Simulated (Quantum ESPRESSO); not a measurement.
# SrO (Fm-3m): Raman and infrared activity, part 2 of 3

Aim: Raman and infrared lines of SrO (Fm-3m).

Quantum ESPRESSO 8.0 development, patched; DFT LDA, scalar-relativistic, plane waves, PseudoDojo norm-conserving pseudopotentials.

So far. Step 2 (A probe with smearing): A gap of 3.2 eV opens on this mesh, so the crystal is taken as an insulator; the start stands at -4.0 GPa. Step 4 (Ground state): The cell stands at -0.027 GPa, close enough for phonons. The relaxed cell has a = 5.061 Å (conventional setting).

The database entry behind the starting cell differs from later determinations by our own check (about 0.5 % short), so it need not match the best structure at ambient conditions.

## 5. Linear response at Γ

At q = 0 one unit cell holds all displacements; symmetry groups them into irreducible representations that are solved one by one. The response to a field gives ε∞ and the Born charges, which polar modes need. Third-order response adds the Raman tensors.

File ph.in:

```
phonons
&INPUTPH
  prefix = 'x'
  outdir = './tmp'
  fildyn = 'g.dyn'
  tr2_ph = 1.0d-18
  epsil  = .true.
  lraman = .true.
  elop   = .true.
/
0.000000000000 0.000000000000 0.000000000000
```

Command:

```
OMP_NUM_THREADS=1 mpirun -n 4 ph.x -nk 4 -in ph.in > ph.out
```

The log of the run:

```text
[banners, grids, parts of the stress and lines that vanish by symmetry left out]
[banner, memory and clock lines left out]
Program PHONON v.8.0dev

     Dynamical matrices for q-points given in input
     (   1q-points):
       N         xq(1)         xq(2)         xq(3)
       1   0.000000000   0.000000000   0.000000000

     ./tmp/x.save/

     IMPORTANT: XC functional enforced from input :
     Exchange-correlation= PW
                           (   1   4   0   0   0   0   0)
     Any further DFT definition will be discarded
     Please, verify this is what you really want

     G-vector sticks info

     Reading collected, re-writing distributed wavefunctions in ./tmp/

     Number and degeneracy of irreps per q-point
       N         xq(1)         xq(2)         xq(3)   N irreps
       1   0.000000000   0.000000000   0.000000000       2
        3   3

     Calculation of q =    0.0000000   0.0000000   0.0000000

     phonons

     bravais-lattice index     =            0
     lattice parameter (alat)  =       6.7627  a.u.
     unit-cell volume          =     218.7018 (a.u.)^3
     number of atoms/cell      =            2
     number of atomic types    =            2
     kinetic-energy cut-off    =      84.0000  Ry
     charge density cut-off    =     336.0000  Ry
     convergence threshold     =      1.0E-18
     beta                      =       0.7000
     number of iterations used =            4
     Exchange-correlation= PW
                           (   1   4   0   0   0   0   0)

     celldm(1)=    6.76274  celldm(2)=    0.00000  celldm(3)=    0.00000
     celldm(4)=    0.00000  celldm(5)=    0.00000  celldm(6)=    0.00000

     crystal axes: (cart. coord. in units of alat)
               a(1) = ( -0.7071  0.0000  0.7071 )
               a(2) = (  0.0000  0.7071  0.7071 )
               a(3) = ( -0.7071  0.7071  0.0000 )

     reciprocal axes: (cart. coord. in units 2 pi/alat)
               b(1) = ( -0.7071 -0.7071  0.7071 )
               b(2) = (  0.7071  0.7071  0.7071 )
               b(3) = ( -0.7071  0.7071 -0.7071 )

     Atoms inside the unit cell:

     Cartesian axes

     site n.  atom      mass           positions (alat units)
        1  Sr     87.6200   tau(    1) = (   -0.70711    0.70711    0.70711  )
        2  O      15.9990   tau(    2) = (    0.00000    0.00000    0.00000  )

     Computing dynamical matrix for
                    q = (   0.0000000   0.0000000   0.0000000 )

     49 Sym.Ops. (with q -> -q+G )

     G cutoff =  389.2463  (  22659 G-vectors)     FFT grid: ( 40, 40, 40)
     number of k points=    29
                       cart. coord. in units 2pi/alat
        k(    1) = (   0.0000000   0.0000000   0.0000000), wk =   0.0039062
        k(    2) = (  -0.0883883   0.0883883  -0.0883883), wk =   0.0312500
        k(    3) = (  -0.1767767   0.1767767  -0.1767767), wk =   0.0312500
        [... further k-points left out ...]

     PseudoPot. # 1 for Sr read from file:
     ./pseudo/Sr.upf
     Pseudo is Norm-conserving + core correction, Zval = 10.0

     PseudoPot. # 2 for O  read from file:
     ./pseudo/O.upf
     Pseudo is Norm-conserving + core correction, Zval =  6.0

     Mode symmetry, O_h (m-3m)  point group:

     Electric field:
     Dielectric constant
     Born effective charges as d Force / d E
     Raman tensor
     Electro-optic tensor

     Atomic displacements:
     There are    2 irreducible representations

     Representation     1      3 modes -  To be done

     Representation     2      3 modes -  To be done

     Alpha used in Ewald sum =   2.8000

     Electric Fields Calculation

     The passes end when |ddv_scf|^2 is under  8.7E-20 (on this mesh; tr2_ph alone asks  1.0E-18)

      iter #   1   av.it.:   6.9
      thresh= 1.000E-02 alpha_mix =  0.700 |ddv_scf|^2 =  4.972E-08

      [... iterations left out ...]
      iter #   8   av.it.:  12.4
      thresh= 3.223E-10 alpha_mix =  0.700 |ddv_scf|^2 =  8.244E-21

     End of electric fields calculation

          Dielectric constant in cartesian axis

          (       3.863210716      -0.000000000      -0.000000000 )
          (      -0.000000000       3.863210716       0.000000000 )
          (      -0.000000000       0.000000000       3.863210716 )

          Effective charges (d Force / dE) in cartesian axis without acoustic sum rule applied (asr)

           atom    1  Sr    Mean Z*:        2.47576
      Ex  (        2.47576       -0.00000        0.00000 )
      Ey  (       -0.00000        2.47576        0.00000 )
      Ez  (        0.00000        0.00000        2.47576 )
           atom    2  O     Mean Z*:       -2.47609
      Ex  (       -2.47609        0.00000        0.00000 )
      Ey  (        0.00000       -2.47609        0.00000 )
      Ez  (       -0.00000        0.00000       -2.47609 )

          Effective charges Sum: Mean:       -0.00034
             -0.00034        0.00000       -0.00000
             -0.00000       -0.00034        0.00000
              0.00000        0.00000       -0.00034

          Effective charges (d Force / dE) in cartesian axis with asr applied:
           atom    1  Sr    Mean Z*:        2.47593
      E*x (        2.47593       -0.00000       -0.00000 )
      E*y (       -0.00000        2.47593       -0.00000 )
      E*z (        0.00000       -0.00000        2.47593 )
           atom    2  O     Mean Z*:       -2.47593
      E*x (       -2.47593        0.00000        0.00000 )
      E*y (        0.00000       -2.47593        0.00000 )
      E*z (       -0.00000        0.00000       -2.47593 )

     Calling punch_plot_e
     Writing on file  drho

     Computing Pc [DH,Drho] |psi>

     Derivative coefficient:  0.001000    Threshold: 1.00E-12
     Message from routine dhdrhopsi:
     some bands at k + dk did not converge to eth_ns: the Raman tensors may be inaccurate, compare with a run at another eth_ns or dek
     Non-scf  u_k: avg # of iterations = 19.1
     Non-scf Du_k: avg # of iterations = 30.3

          Dielectric constant from finite-differences

          (       3.863234156      -0.000000000      -0.000000000 )
          (       0.000000000       3.863234156       0.000000000 )
          (      -0.000000000       0.000000000       3.863234156 )

              Electro-optic tensor is defined as
            the derivative of the dielectric tensor
              with respect to one electric field
                 units are Rydberg a.u.

            to obtain the static chi^2 multiply by 1/2

            to convert to pm/Volt multiply per 2.7502

          Electro-optic tensor in cartesian axis:

          (       0.000000000      -0.000000000       0.000000000 )
          (       0.000000000       0.000000000       0.000000000 )
          (       0.000000000      -0.000000000       0.000000000 )

          (      -0.000000000       0.000000000      -0.000000000 )
          (       0.000000000       0.000000000      -0.000000000 )
          (      -0.000000000      -0.000000000       0.000000000 )

          (       0.000000000       0.000000000       0.000000000 )
          (       0.000000000       0.000000000       0.000000000 )
          (       0.000000000       0.000000000       0.000000000 )

          Electro-optic tensor: contribution #   1

          (      -0.000000000      -0.000000000       0.000000000 )
          (       0.000000000      -0.000000000      -0.000000000 )
          (       0.000000000      -0.000000000       0.000000000 )

          (      -0.000000000      -0.000000000      -0.000000000 )
          (      -0.000000000      -0.000000000      -0.000000000 )
          (       0.000000000      -0.000000000       0.000000000 )

          (      -0.000000000      -0.000000000       0.000000000 )
          (       0.000000000      -0.000000000       0.000000000 )
          (      -0.000000000       0.000000000       0.000000000 )

          Electro-optic tensor: contribution #   2

          (      -0.000000000       0.000000000      -0.000000000 )
          (       0.000000000       0.000000000      -0.000000000 )
          (      -0.000000000      -0.000000000       0.000000000 )

          (      -0.000000000       0.000000000      -0.000000000 )
          (       0.000000000       0.000000000       0.000000000 )
          (      -0.000000000      -0.000000000      -0.000000000 )

          (       0.000000000      -0.000000000      -0.000000000 )
          (      -0.000000000       0.000000000      -0.000000000 )
          (       0.000000000      -0.000000000       0.000000000 )

     Computing Second order response

      iter #   1   av.it.:   9.4
      thresh= 1.000E-02 alpha_mix =  0.700 |ddv_scf|^2 =  1.109E-06

      [... iterations left out ...]
      iter #  10   av.it.:  12.1
      thresh= 2.578E-11 alpha_mix =  0.700 |ddv_scf|^2 =  3.710E-21

          Raman tensor (au^-1) in cartesian axis

           atom      1
          (       0.000000000       0.000000000      -0.000000000 )
          (       0.000000000       0.000000000       0.000000000 )
          (       0.000000000       0.000000000       0.000000000 )

          (       0.000000000       0.000000000      -0.000000000 )
          (       0.000000000       0.000000000      -0.000000000 )
          (       0.000000000      -0.000000000      -0.000000000 )

          (      -0.000000000       0.000000000      -0.000000000 )
          (       0.000000000      -0.000000000       0.000000000 )
          (      -0.000000000       0.000000000      -0.000000000 )

           atom      2
          (      -0.000000000      -0.000000000      -0.000000000 )
          (       0.000000000      -0.000000000       0.000000000 )
          (      -0.000000000      -0.000000000      -0.000000000 )

          (       0.000000000      -0.000000000      -0.000000000 )
          (       0.000000000      -0.000000000       0.000000000 )
          (      -0.000000000      -0.000000000       0.000000000 )

          (       0.000000000       0.000000000       0.000000000 )
          (       0.000000000       0.000000000      -0.000000000 )
          (       0.000000000       0.000000000       0.000000000 )

     Raman tensor (A^2)

     atom #    1    pol.  1
      0.273653770568E-21      0.532104553882E-21     -0.197638834299E-21
      0.562510528390E-21      0.243247796060E-21      0.152029872538E-21
      0.136826885284E-21      0.304059745076E-22      0.304059745076E-22
     atom #    1    pol.  2
      0.760149362689E-21      0.471292604867E-21     -0.152029872538E-22
      0.501698579375E-21      0.304059745076E-21     -0.152029872538E-21
[...]
atom #    1    pol.  3
[...]
atom #    2    pol.  1
[...]
atom #    2    pol.  2
[...]
atom #    2    pol.  3
[...]
0.691260826695E-22      0.148704219076E-21      0.155355526000E-21

     Representation #   1 modes #   1   2   3

     Self-consistent Calculation

     The passes end when |ddv_scf|^2 is under  8.7E-20 (on this mesh; tr2_ph alone asks  1.0E-18)

      iter #   1   av.it.:   7.0
      thresh= 1.000E-02 alpha_mix =  0.700 |ddv_scf|^2 =  7.085E-07

      [... iterations left out ...]
      iter #   8   av.it.:  12.8
      thresh= 3.418E-10 alpha_mix =  0.700 |ddv_scf|^2 =  2.994E-20

     End of self-consistent calculation

     Convergence has been achieved

     Representation #   2 modes #   4   5   6

     Self-consistent Calculation

     The passes end when |ddv_scf|^2 is under  8.7E-20 (on this mesh; tr2_ph alone asks  1.0E-18)

      iter #   1   av.it.:   7.5
      thresh= 1.000E-02 alpha_mix =  0.700 |ddv_scf|^2 =  5.417E-07

      [... iterations left out ...]
      iter #   8   av.it.:  12.7
      thresh= 2.360E-10 alpha_mix =  0.700 |ddv_scf|^2 =  3.936E-20

     End of self-consistent calculation

     Convergence has been achieved

     Number of q in the star =    1
     List of q in the star:
          1   0.000000000   0.000000000   0.000000000

          Dielectric constant in cartesian axis

          (       3.863210716      -0.000000000      -0.000000000 )
          (      -0.000000000       3.863210716       0.000000000 )
          (      -0.000000000       0.000000000       3.863210716 )

          Effective charges (d Force / dE) in cartesian axis without acoustic sum rule applied (asr)

           atom    1  Sr    Mean Z*:        2.47576
      Ex  (        2.47576       -0.00000        0.00000 )
      Ey  (       -0.00000        2.47576        0.00000 )
      Ez  (        0.00000        0.00000        2.47576 )
           atom    2  O     Mean Z*:       -2.47609
      Ex  (       -2.47609        0.00000        0.00000 )
      Ey  (        0.00000       -2.47609        0.00000 )
      Ez  (       -0.00000        0.00000       -2.47609 )

          Effective charges Sum: Mean:       -0.00034
             -0.00034        0.00000       -0.00000
             -0.00000       -0.00034        0.00000
              0.00000        0.00000       -0.00034

          Effective charges (d Force / dE) in cartesian axis with asr applied:
           atom    1  Sr    Mean Z*:        2.47593
      E*x (        2.47593       -0.00000       -0.00000 )
      E*y (       -0.00000        2.47593       -0.00000 )
      E*z (        0.00000       -0.00000        2.47593 )
           atom    2  O     Mean Z*:       -2.47593
      E*x (       -2.47593        0.00000        0.00000 )
      E*y (        0.00000       -2.47593        0.00000 )
      E*z (       -0.00000        0.00000       -2.47593 )

     Diagonalizing the dynamical matrix

     q = (    0.000000000   0.000000000   0.000000000 )

 **************************************************************************
     freq (    1) =      -0.024049 [THz] =      -0.802199 [cm-1]
     freq (    2) =      -0.024049 [THz] =      -0.802199 [cm-1]
     freq (    3) =      -0.024049 [THz] =      -0.802199 [cm-1]
     freq (    4) =       6.495590 [THz] =     216.669570 [cm-1]
     freq (    5) =       6.495590 [THz] =     216.669570 [cm-1]
     freq (    6) =       6.495590 [THz] =     216.669570 [cm-1]
 **************************************************************************

     Mode symmetry, O_h (m-3m)  point group:

     freq (   1-   3) =         -0.8  [cm-1]   --> T_1u G_15  G_4- I
     freq (   4-   6) =        216.7  [cm-1]   --> T_1u G_15  G_4- I
```

It took 2.2 min on 4 MPI ranks of Intel Xeon 6975P-C (Granite Rapids), shared host.

Read from the output:

| Property | Result |
| --- | --- |
| miss of the charge sum rule | 3.30e-4 e |
| largest acoustic frequency at the zone centre before the sum rule | -0.8 cm⁻¹ |
| highest optical zone-centre mode (no LO-TO term) | 216.7 cm⁻¹ |
| lowest optical zone-centre mode | 216.7 cm⁻¹ |
| mean high-frequency dielectric constant | 3.863 |
| largest Born charge in size (third of the trace) | 2.476 e |

Born charge (rows field, columns displacement), before the sum rule (e), principal values of the symmetric part by kind of site:

```tsv
atom	atoms with these values	low	middle	high	mean
Sr1	1	2.48	2.48	2.48	2.48
O2	1	-2.48	-2.48	-2.48	-2.48
```

In full for O2:

```
-2.48  0.00  0.00
 0.00 -2.48  0.00
 0.00  0.00 -2.48
```

High-frequency dielectric tensor:

```
3.86 0.00 0.00
0.00 3.86 0.00
0.00 0.00 3.86
```

The acoustic modes at Γ come out as far as 0.8 cm⁻¹ from zero, where they should vanish, a small numerical error; the Born charges miss their sum rule by 3.3e-4 e, which is good.

## 6. Zone-centre analysis

A rigid shift of the crystal must cost nothing, but grids and finite bases break this; the acoustic sum rule is imposed before the matrix is diagonalised again. With Born charges the intensities follow, and the static dielectric tensor.

File dynmat.in:

```
&INPUT
  fildyn = 'g.dyn'
  asr    = 'simple'
  fileig = 'dynmat.eig'
  lperm  = .true.
/
```

Command:

```
dynmat.x -in dynmat.in > dynmat.out
```

The log of the run:

```text
[banner, memory and clock lines left out]
Program DYNMAT v.8.0dev

     Reading Dynamical Matrix from file g.dyn
     ...Force constants read
     ...epsilon and Z* read
     ...Raman cross sections read
     A direction for q was not specified:TO-LO splitting will be absent

     Polarizability (A^3 units)
     multiply by 0.511665 for Clausius-Mossotti correction (not under assume_isolated = 'mt')
         7.384129   -0.000000   -0.000000
        -0.000000    7.384129    0.000000
        -0.000000    0.000000    7.384129

     IR activities are in (D/A)^2/amu units

# mode   [cm-1]    [THz]      IR
    1     -0.00   -0.0000    0.0000
    2     -0.00   -0.0000    0.0000
    3      0.00    0.0000    0.0000
    4    216.68    6.4959   10.4541
    5    216.68    6.4959   10.4541
    6    216.68    6.4959   10.4541

Electronic dielectric permittivity tensor (relative, adimensional)
         3.863211   -0.000000   -0.000000
        -0.000000    3.863211    0.000000
        -0.000000    0.000000    3.863211

 ... with zone-center polar mode contributions
        18.516966   -0.000000   -0.000000
        -0.000000   18.516966    0.000000
        -0.000000    0.000000   18.516966
```

It took 0.65 s on 1 thread.

Numbers from this step:

```
mean static dielectric constant : 18.52
```

Unit eigenvectors of the mass-weighted matrix after the sum rule; no LO-TO term. Modes at Γ, with each element's share of the kinetic energy:

```tsv
mode	frequency (cm⁻¹)	symmetry	Sr %	O %
1	0.0	acoustic	85	15
2	0.0	acoustic	85	15
3	0.0	acoustic	85	15
4	216.7	T1u	15	85
5	216.7	T1u	15	85
6	216.7	T1u	15	85
```

Displacements in mode 5 (216.7 cm⁻¹), the largest set to 1:
```
Sr1  0.03 -0.18 -0.09
O2  -0.18  1.00  0.52
```

Degenerate modes summed, no LO-TO term. Lines of the infrared spectrum (strongest = 100):

```tsv
position (cm⁻¹)	lines merged	label	IR intensity, relative
217	3	T1u	100
```

Static dielectric tensor (ions relaxed, fixed cell):

```
18.52  0.00  0.00
 0.00 18.52  0.00
 0.00  0.00 18.52
```

The rule moves no optical mode by more than 0.1 cm⁻¹.

(Continued in part 3 of 3.)

[Host names and launcher messages were left out of these logs when they were recorded.]

[Logs are printed without paths, hosts, clocks, repeated set-up lines and the standing remarks that a program may print on its own settings, such as how far it seeks lower states.]

[Hosts, paths, dates, database ids (printed as entryN), source tags and the programs' standing remarks are cut or masked in the printed files.]
